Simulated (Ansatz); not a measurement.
# InH (model cell, started as CsCl type): following an unstable mode, part 2 of 2

Wanted: the energy along a soft mode of InH (model cell, started as CsCl type) and the structure at the end.

Ansatz 0.2.0; DFT PBE, scalar-relativistic, plane waves, PAW.

So far, highest frequency on the path or at a solved wavevector (cm⁻¹): step 2 (response at finite wavevector) 276. Also lowest frequency on the path (cm⁻¹): step 2 -529.

The structure was built from a prototype and need not be the compound's stable phase.

## 5. Energy along the mode, all amplitudes (two of the runs are shown above)

An imaginary frequency means negative curvature, so the energy should fall and then rise again as anharmonic terms take over.

Numbers from this step:

| Item | Value |
| --- | --- |
| depth at the lowest point sampled | 65.46 meV/atom |
| largest atomic shift at that point | 0.6 Å |

Table of energy from the parent by largest atomic shift:

```csv
largest atomic shift (Å),energy from the parent (meV/atom)
0.000,0
0.040,-0.424
0.080,-1.67
0.140,-4.97
0.220,-11.7
0.320,-22.9
0.450,-41.5
0.600,-65.5
```

Displacement at unit largest shift by atom:

```
atom   x (Å)   y (Å)   z (Å)   size
 In1   0.005  -0.005  -0.005  0.009
  H2  -0.577   0.577   0.577  0.999
```

The lowest of the steps tried is the last one, at 0.6 Å, 65.5 meV/atom below the parent; the bottom of the well need not coincide with a step.

## 6. Relaxing from the distorted cell

Starting from the lowest point found, all atoms and the cell are let go, so that strain and other modes of the same symmetry can join in.

input.yaml reads:

```yaml
crystal:
  lattice:
    - [3.1749981601, 0.0, 0.0]
    - [0.0, 3.1749981601, 0.0]
    - [0.0, 0.0, 3.1749981601]
  atoms:
    - { symbol: In, position: [0.0009578504, -0.0009578504, -0.0009578504] }
    - { symbol: H, position: [0.3908943741, 0.6091056259, 0.6091056259] }
kpoints:
  mp_grid: { grid: [12, 12, 12] }
hamiltonian:
  xc: pbe
scf:
  occupations: { method: methfessel_paxton, width: 0.15 }
output:
  forces: true
  stress: true
  eigenvalues: true
relax:
  adjacent_minimum: "off"
  f_tol: 0.002
  max_steps: 120
  cell: { stress_tol: 0.03 }
```

Launch:

```bash
ansatz run input.yaml --threads 4 --pin off --max-ram 7168MiB --backend cpu --events-out ev --progress --plain --runs-dir out
```

Numbers of over 12 decimals in the logs are rounded to 6 here.

The log of the run:

```text
[...]
Crystal: 2 atoms, lattice volume = 32.006 Å³
Basis set: ecut = 420 eV, 619 PW (Γ), exchange–correlation on 48×48×48 points (8 copies of the dense FFT grid, shifted against one another)
Bands: 11, of which v1, the nominal top of the filled ones, is band 7 counted from 1 (6 counted from 0)
Symmetry: 6 space group operations
[...]
k-points: 189 of 1728 (time reversal used)
[...]
SCF iter   1: F=—  HF=-5612.736490 eV  |F-HF|=—  |Δ(HF+E_count)|=         —  Δρ=1.51e-3  dr2=8.82e-4  ethr=1.77e-3  ⟨swp⟩=5.0  Hψ=11929  notcnv=0
[...]
SCF iter   6: F=-5612.735817 eV  HF=-5612.735817 eV  |F-HF|=8.89e-8  |Δ(HF+E_count)|=   2.65e-7  S|Δr|=    0.00e0  Δρ=2.19e-5  dr2=9.67e-8  ethr=7.14e-10  ⟨swp⟩=3.4  Hψ=8828  notcnv=0
SCF 1 converged in 6 iterations: F = -5612.735817 eV  dr2 = 9.67e-8
[...]
relax step   1: F+E_penalty+E_count = -5612.73581731 eV  Δ(F+E_penalty+E_count) = +0.000e0 eV  max|allowed force component| = 1.686e-1 eV/Å  Δτ_max = 0.0000 Å  P = +1.422 GPa  Ω = 32.006 Å³  (6 SCF iters, dr2 threshold 1.00e-7 eV, accepted)
Crystal: 2 atoms, lattice volume = 35.624 Å³
Basis set: ecut = 420 eV, 727 PW (Γ), exchange–correlation on 48×48×48 points (8 copies of the dense FFT grid, shifted against one another)
[...]
SCF iter   6: F=-5612.791695 eV  HF=-5612.791695 eV  |F-HF|=2.32e-9  |Δ(HF+E_count)|=   6.52e-9  S|Δr|=    0.00e0  Δρ=3.18e-6  dr2=3.12e-9  ethr=9.73e-11  ⟨swp⟩=1.9  Hψ=6461  notcnv=0
SCF 2 converged in 6 iterations: F = -5612.791695 eV  dr2 = 3.12e-9
relax step   2: F+E_penalty+E_count = -5612.79169524 eV  Δ(F+E_penalty+E_count) = -5.588e-2 eV  max|allowed force component| = 2.607e-2 eV/Å  Δτ_max = 0.1279 Å  P = -0.233 GPa  Ω = 35.624 Å³  energy of the carried Pulay correction = -2.014e-3 eV  (6 SCF iters, dr2 threshold 2.00e-7 eV, accepted)
Crystal: 2 atoms, lattice volume = 35.500 Å³
Basis set: ecut = 420 eV, 715 PW (Γ), exchange–correlation on 48×48×48 points (8 copies of the dense FFT grid, shifted against one another)
[...]
SCF iter   4: F=-5612.792105 eV  HF=-5612.792105 eV  |F-HF|=9.65e-8  |Δ(HF+E_count)|=   3.04e-6  S|Δr|=    0.00e0  Δρ=3.56e-5  dr2=1.88e-7  ethr=1.43e-9  ⟨swp⟩=4.3  Hψ=11957  notcnv=0
SCF 3 converged in 4 iterations: F = -5612.792105 eV  dr2 = 1.88e-7
relax step   3: F+E_penalty+E_count = -5612.79210536 eV  Δ(F+E_penalty+E_count) = -4.101e-4 eV  max|allowed force component| = 5.706e-2 eV/Å  Δτ_max = 0.0297 Å  P = +0.393 GPa  Ω = 35.500 Å³  energy of the carried Pulay correction = -1.948e-3 eV  (4 SCF iters, dr2 threshold 2.00e-7 eV, accepted)
[...]
relax step   4: F+E_penalty+E_count = -5612.79377838 eV  Δ(F+E_penalty+E_count) = -1.673e-3 eV  max|allowed force component| = 8.943e-3 eV/Å  Δτ_max = 0.0100 Å  P = +0.140 GPa  Ω = 35.528 Å³  energy of the carried Pulay correction = -1.963e-3 eV  (4 SCF iters, dr2 threshold 2.00e-7 eV, accepted)
[...]
relax step   5: F+E_penalty+E_count = -5612.79466944 eV  Δ(F+E_penalty+E_count) = -8.911e-4 eV  max|allowed force component| = 5.905e-4 eV/Å  Δτ_max = 0.0108 Å  P = +0.121 GPa  Ω = 35.703 Å³  energy of the carried Pulay correction = -2.056e-3 eV  (4 SCF iters, dr2 threshold 2.00e-7 eV, accepted)
[...]
relax step   6: F+E_penalty+E_count = -5612.79468679 eV  Δ(F+E_penalty+E_count) = -1.735e-5 eV  max|allowed force component| = 7.399e-4 eV/Å  Δτ_max = 0.0037 Å  P = +0.040 GPa  Ω = 35.864 Å³  energy of the carried Pulay correction = -2.140e-3 eV  (4 SCF iters, dr2 threshold 6.92e-8 eV, accepted)
[...]
relax step   7: F+E_penalty+E_count = -5612.79466151 eV  Δ(F+E_penalty+E_count) = +2.527e-5 eV  max|allowed force component| = 5.970e-5 eV/Å  Δτ_max = 0.0009 Å  P = +0.005 GPa  Ω = 35.934 Å³  energy of the carried Pulay correction = -2.176e-3 eV  (4 SCF iters, dr2 threshold 5.70e-9 eV, accepted)
[...]
relax step   8: F+E_penalty+E_count = -5612.79738535 eV  Δ(F+E_penalty+E_count) = -2.724e-3 eV  max|allowed force component| = 5.225e-4 eV/Å  Δτ_max = 0.0000 Å  P = +0.041 GPa  Ω = 35.934 Å³  stress off target by 8.01e-2 GPa  SCF on the basis re-selected at this cell (its energy is not comparable with the rows above)  (6 SCF iters)
[...]
relax step   9: F+E_penalty+E_count = -5612.79736084 eV  Δ(F+E_penalty+E_count) = +2.450e-5 eV  max|allowed force component| = 2.458e-4 eV/Å  Δτ_max = 0.0021 Å  P = +0.003 GPa  Ω = 36.015 Å³  energy of the carried Pulay correction = -4.903e-5 eV  (4 SCF iters, dr2 threshold 1.60e-8 eV, accepted)
[...]
SCF iter   5: F=-5612.797412 eV  HF=-5612.797412 eV  |F-HF|=1.82e-12  |Δ(HF+E_count)|=  4.55e-12  S|Δr|=    0.00e0  Δρ=5.17e-8  dr2=5.70e-13  ethr=1.00e-12  ⟨swp⟩=5.5  Hψ=9312  notcnv=0
SCF 10 converged in 5 iterations: F = -5612.797412 eV  dr2 = 5.70e-13
relax step  10: F+E_penalty+E_count = -5612.79741177 eV  Δ(F+E_penalty+E_count) = -5.093e-5 eV  max|allowed force component| = 2.309e-4 eV/Å  Δτ_max = 0.0000 Å  P = +0.003 GPa  Ω = 36.015 Å³  stress off target by 4.81e-3 GPa  SCF on the basis re-selected at this cell (its energy is not comparable with the rows above)  (5 SCF iters)
[...]
SCF converged after 5 iterations
[...]
Free energy (F): -5612.797412 eV
[...]
Internal energy: -5612.797966 eV  (E = F + TS)
E sigma→0 (E₀):  -5612.797550 eV
Entropy (-TS):   0.000554 eV (0.277 meV/atom)
Fermi energy:    6.955247 eV
[...]
--- Forces (eV/Å), atoms counted from 1 ---
  atom   1  In     0.00023081    -0.00023081    -0.00023081
  atom   2  H     -0.00023090     0.00023090     0.00023090
  max |Σ_I F_I| component: 8.94e-8 eV/Å
--- Stress (GPa, compression-positive) ---
        0.003059      -0.000877      -0.000877
       -0.000877       0.003059       0.000877
       -0.000877       0.000877       0.003059
  P = ⅓ Tr σ = 0.0031 GPa (0.031 kbar)
--- Band table (eV; the first three rows and the last of 189) ---
  k-point 0: bands = [... 3 lower, -7.4746, -7.4542, -2.2169, 8.0927, 12.6427, 12.6427, 14.4202, 15.4058]
  k-point 1: bands = [... 3 lower, -7.4774, -7.4586, -2.1219, 7.8938, 11.8584, 12.7420, 14.5171, 15.4821]
  k-point 2: bands = [... 3 lower, -7.4927, -7.4624, -1.8375, 7.1602, 11.0743, 13.0310, 14.6867, 15.7120]
  k-point 188: bands = [... 3 lower, -7.3269, -7.3269, 4.4656, 7.2952, 8.5200, 8.6263, 8.6263, 12.9876]
--- Relaxed structure (8 steps of the walk, 8 accepted, 2 SCFs on fresh bases) ---
  F+E_penalty+E_count = -5612.79741177 eV   max|allowed force component| = 2.309e-4 eV/Å   (the final SCF, on the basis selected at the relaxed cell)
  cell:  # Å, volume = 36.0151 Å³
    - [3.304277, -0.079589, -0.079589]
    - [-0.079589, 3.304277, 0.079589]
    - [-0.079589, 0.079589, 3.304277]
  atoms:
    - { symbol: In, position: [0.030994, -0.030994, -0.030994] }
    - { symbol: H, position: [0.360858, 0.639142, 0.639142] }
```

Wall time 22 s (4 threads of Arm Neoverse V1, shared host); peak memory 0.43 GiB; 84 s of CPU time.

Relaxation path:

```csv
step,energy less that of the first step (eV),largest force component (eV/Å),pressure (GPa),volume (Å³)
1,0.0000,0.1686,1.42,32.01
2,-0.0559,0.0261,-0.23,35.62
3,-0.0563,0.0571,0.39,35.50
4,-0.0580,0.0089,0.14,35.53
5,-0.0589,0.0006,0.12,35.70
6,-0.0589,0.0007,0.04,35.86
7,-0.0588,0.0001,0.01,35.93
8*,-0.0616,0.0005,0.04,35.93
9,-0.0615,0.0002,0.00,36.02
10*,-0.0616,0.0002,0.00,36.02
```

Relaxation steps marked * repeat the geometry before them on a plane-wave basis chosen anew for their cell, so energy and pressure can jump there.

The run keeps the 6 symmetry operations that it works with, so distortions that break them were not tested.

```
conventional cell, symmetrised  before  after   change
                         a (Å)   4.490  4.560   +1.6 %
                         b (Å)   4.490  4.560   +1.6 %
                         c (Å)   5.499  5.999   +9.1 %
              volume (Å³/atom)   16.00  18.01  +12.5 %
```

The atoms that moved most (Å, as changes of fractional coordinates times the final cell):

```
atom      dx      dy      dz  length
 In1   0.104  -0.104  -0.104   0.180
  H2  -0.104   0.104   0.104   0.180
```

Final coordinates:

```
In H
1.0
     3.30428   -0.07959   -0.07959
    -0.07959    3.30428    0.07959
    -0.07959    0.07959    3.30428
In H
1 1
Cartesian
  0.1073 -0.1073 -0.1073
  1.0906 2.1340 2.1340
```

This step gave:

```
pressure        : 0.003059 GPa
volume per atom : 18.01 Å³
```

The distorted start has space group R3m; the relaxation ends in R3m.

## 7. The new phase in its own primitive cell

The relaxed structure is symmetrised, reduced to its primitive cell and relaxed tightly, as its phonons need.

input.yaml, the sections that differ from step 6:

```yaml
crystal:
  lattice:
    - [2.2801990213, 1.3164735187, 1.9996266259]
    - [-2.2801990213, 1.3164735187, 1.9996266259]
    - [0.0, -2.6329470375, 1.9996266259]
  atoms:
    - { symbol: In, position: [0.0309938744, 0.0309938744, 0.0309938744] }
    - { symbol: H, position: [0.3608583501, 0.3608583501, 0.3608583501] }
relax:
  adjacent_minimum: "off"
  f_tol: 0.001
  max_steps: 60
  cell: { stress_tol: 0.01 }
# kpoints, hamiltonian, scf, output: as in step 6
```

The log of the run:

```text
[...]
Crystal: 2 atoms, lattice volume = 36.015 Å³
Basis set: ecut = 420 eV, 715 PW (Γ), exchange–correlation on 48×48×48 points (8 copies of the dense FFT grid, shifted against one another)
Bands: 11, of which v1, the nominal top of the filled ones, is band 7 counted from 1 (6 counted from 0)
Symmetry: 6 space group operations
[...]
k-points: 189 of 1728 (time reversal used)
[...]
k-point 188: bands = [... 3 lower, -7.3269, -7.3269, 4.4656, 7.2952, 8.5200, 8.6263, 8.6263, 12.9876]
--- Relaxed structure (1 steps of the walk, 1 accepted, 1 SCFs on fresh bases) ---
[...]
cell:  # Å, volume = 36.0151 Å³
    - [2.280199, 1.316474, 1.999627]
    - [-2.280199, 1.316474, 1.999627]
    - [0.0, -2.632947, 1.999627]
  atoms:
    - { symbol: In, position: [0.030994, 0.030994, 0.030994] }
    - { symbol: H, position: [0.360858, 0.360858, 0.360858] }
[key lines of the parts left out:]
SCF converged after 6 iterations
Free energy (F): -5612.797412 eV
Fermi energy:    6.955247 eV
P = ⅓ Tr σ = 0.0031 GPa (0.031 kbar)
```

The job ended after 5.1 s (4 threads; peak memory 0.42 GiB; 19 s of CPU time).

Little changed from the start: no atom moved by 0.005 Å and no cell edge by 0.1 %.

This step gave:

```yaml
pressure: 0.003060 GPa
```

The largest force component left is 0.40 meV/Å and the pressure is 0.003 GPa, within the tolerances set. The cell now holds 18.01 Å³/atom.

## 8. Modes of the new phase

A relaxed structure may still be a saddle point, so its zone-centre modes are computed. No field response is asked, since the mesh shows no gap.

Changes to input.yaml since step 7:

```diff
@@ -15,9 +15,4 @@
 output:
-  forces: true
-  stress: true
   eigenvalues: true
-relax:
-  adjacent_minimum: "off"
-  f_tol: 0.001
-  max_steps: 60
-  cell: { stress_tol: 0.01 }
+phonons:
+  method: dfpt
```

The log of the run:

```text
[...]
Crystal: 2 atoms, lattice volume = 36.015 Å³
Basis set: ecut = 420 eV, 715 PW (Γ), exchange–correlation on 48×48×48 points (8 copies of the dense FFT grid, shifted against one another)
Bands: 11, of which v1, the nominal top of the filled ones, is band 7 counted from 1 (6 counted from 0)
Symmetry: 6 space group operations
k-points: 476 of 1728 (irreducible under 2 space group operations, time reversal used)
[...]
SCF iter   1: F=—  HF=-5612.798027 eV  |F-HF|=—  |Δ(HF+E_count)|=         —  Δρ=1.33e-3  dr2=9.86e-4  ethr=1.77e-3  ⟨swp⟩=5.0  Hψ=30941  notcnv=0
[...]
SCF iter   9: F=-5612.797412 eV  HF=-5612.797412 eV  |F-HF|=9.09e-13  |Δ(HF+E_count)|=  4.18e-11  S|Δr|=    0.00e0  Δρ=2.89e-8  dr2=2.15e-13  ethr=1.00e-12  ⟨swp⟩=6.0  Hψ=21480  notcnv=0
SCF 1 converged in 9 iterations: F = -5612.797412 eV  dr2 = 2.15e-13
[...]
DFPT response loops at Γ: preconditioner auto → Kerker (q_TF=auto, 2.331 Å⁻¹) (partly filled bands, converged f_vac=0.000); β = 1.00, the filter's whole step (`scf.mixing.beta` (0.50) is not read by the response loops under this deck's `scf.mixing.preconditioner`; to damp them name `kerker` or `kerker_dos`, under which they read `scf.mixing.beta`, and type it under 1.00, their step now; both keys bind the ground state too); Broyden in place of MSR1
SCF converged after 9 iterations
[...]
Free energy (F): -5612.797412 eV
[...]
Internal energy: -5612.797966 eV  (E = F + TS)
E sigma→0 (E₀):  -5612.797550 eV
Entropy (-TS):   0.000554 eV (0.277 meV/atom)
Fermi energy:    6.955247 eV
[...]
--- Band table (eV; the first three rows and the last of 476) ---
  k-point 0: bands = [... 3 lower, -7.4746, -7.4542, -2.2169, 8.0927, 12.6427, 12.6427, 14.4202, 15.4058]
  k-point 1: bands = [... 3 lower, -7.4774, -7.4586, -2.1219, 7.8938, 11.8584, 12.7420, 14.5171, 15.4821]
  k-point 2: bands = [... 3 lower, -7.4927, -7.4624, -1.8375, 7.1602, 11.0743, 13.0310, 14.6867, 15.7120]
  k-point 475: bands = [... 3 lower, -7.3269, -7.3269, 4.4656, 7.2952, 8.5200, 8.6263, 8.6263, 12.9876]
--- Phonons (Γ-DFPT): 4 representative perturbations + reference, on 476 of 1728 k-points (Σ response iterations 14) ---
  k mesh reduced under 2 symmetry operations, with k and −k counted as one. Each operation leaves every solved perturbation unchanged. A smaller set is not used because it would not reduce the number of displacements times k-points to solve
  ASR residual: 8.017e-6 → 0.000e0 eV/Å²; symmetrization residual: 7.528e-7 eV/Å²
  ASR residual per site (eV/Å²): 8.02e-6 3.10e-6
  Γ frequencies (cm⁻¹): -343.96 -343.96 0.00 0.00 0.00 876.07
  non-analytic LO–TO correction: not included (Born effective charges unavailable; polar crystals: no LO–TO splitting at Γ)
```

It took 22 s on 4 threads; peak memory 0.8 GiB; 82 s of CPU time.

This step gave:

```yaml
sum_rule_residual_before_enforcement: 8.02e-6 eV/Å²
point_group: 3m
highest_optical_mode_at_the_zone_centre_no_lo_to_term: 876.1 cm⁻¹
lowest_optical_zone_centre_mode: -344.0 cm⁻¹
```

Patterns of degenerate modes are one choice out of their space. Modes at Γ, with each element's share of the kinetic energy (negative means imaginary):

```
mode  frequency (cm⁻¹)  symmetry  In %  H %
   1            -344.0         E     1   99
   2            -344.0         E     1   99
   3               0.0  acoustic    99    1
   4               0.0  acoustic    99    1
   5               0.0  acoustic    99    1
   6             876.1        A1     1   99
```

Displacements in mode 1 (-344.0 cm⁻¹), the largest set to 1:
```
In1  0.00 -0.01  0.00
H2   0.00  1.00  0.00
```

Displacements in mode 6 (876.1 cm⁻¹), the largest set to 1:
```
In1  0.00  0.00 -0.01
H2   0.00  0.00  1.00
```

Before it was imposed, the acoustic sum rule was missed by 8.0e-6 eV/Å². Small misses are needed for a sound result but don't prove that mesh and cutoff are converged. The lowest optical mode is imaginary, 344.0i cm⁻¹, so the energy falls along it.

## 9. Results

| Property | Result |
| --- | --- |
| unstable mode of the parent | q = (0, 0, 0), 529i cm⁻¹ |
| depth at the lowest point sampled | 65.5 meV/atom |
| largest atomic shift at that point | 0.6 Å |
| space group reached (within 0.01 Å) | R3m |
| energy gained over the parent (first relaxation, on the mesh of the frozen mode) | 96.3 meV/atom |
| volume per atom, phase reached | 18.0 Å³ |
| lowest optical zone-centre mode, phase reached | -344 cm⁻¹ |
| highest optical mode at the zone centre (no LO-TO term), phase reached | 876 cm⁻¹ |

In words: Along this mode the structure falls into R3m, 96.3 meV/atom below the parent. At the parent's cell the well is 65.46 meV/atom deep on the steps tried, with its lowest point at a shift of 0.6 Å. That is the last step tried, so the steps alone don't bracket the bottom of the well. Relaxing atoms and cell changes the gain by +30.87 meV/atom against the lowest step (energies at zero smearing). The new phase still has an imaginary mode at the zone centre of its cell, so it is a saddle point on the way to a lower structure. Of the 4 patterns followed to their end from this parent, this one ends 175 meV/atom above the lowest, P6/mmm. Each path keeps the symmetry of its pattern, so a lower phase may lie along a pattern not tried. With no gap, or one that is small against the smearing, the frequencies hang on the k mesh and the smearing, most of all near Kohn anomalies. A phonon run warned that its eigensolver left some bands unconverged in a pass. The starting cell was built on a prototype and not taken from a measurement, so the phase need not exist.

[Logs are printed without paths, hosts, clocks, repeated set-up lines and the standing remarks that a program may print on its own settings, such as how far it seeks lower states.]

[Hosts, paths, dates, database ids (printed as entryN), source tags and the programs' standing remarks are cut or masked in the printed files.]
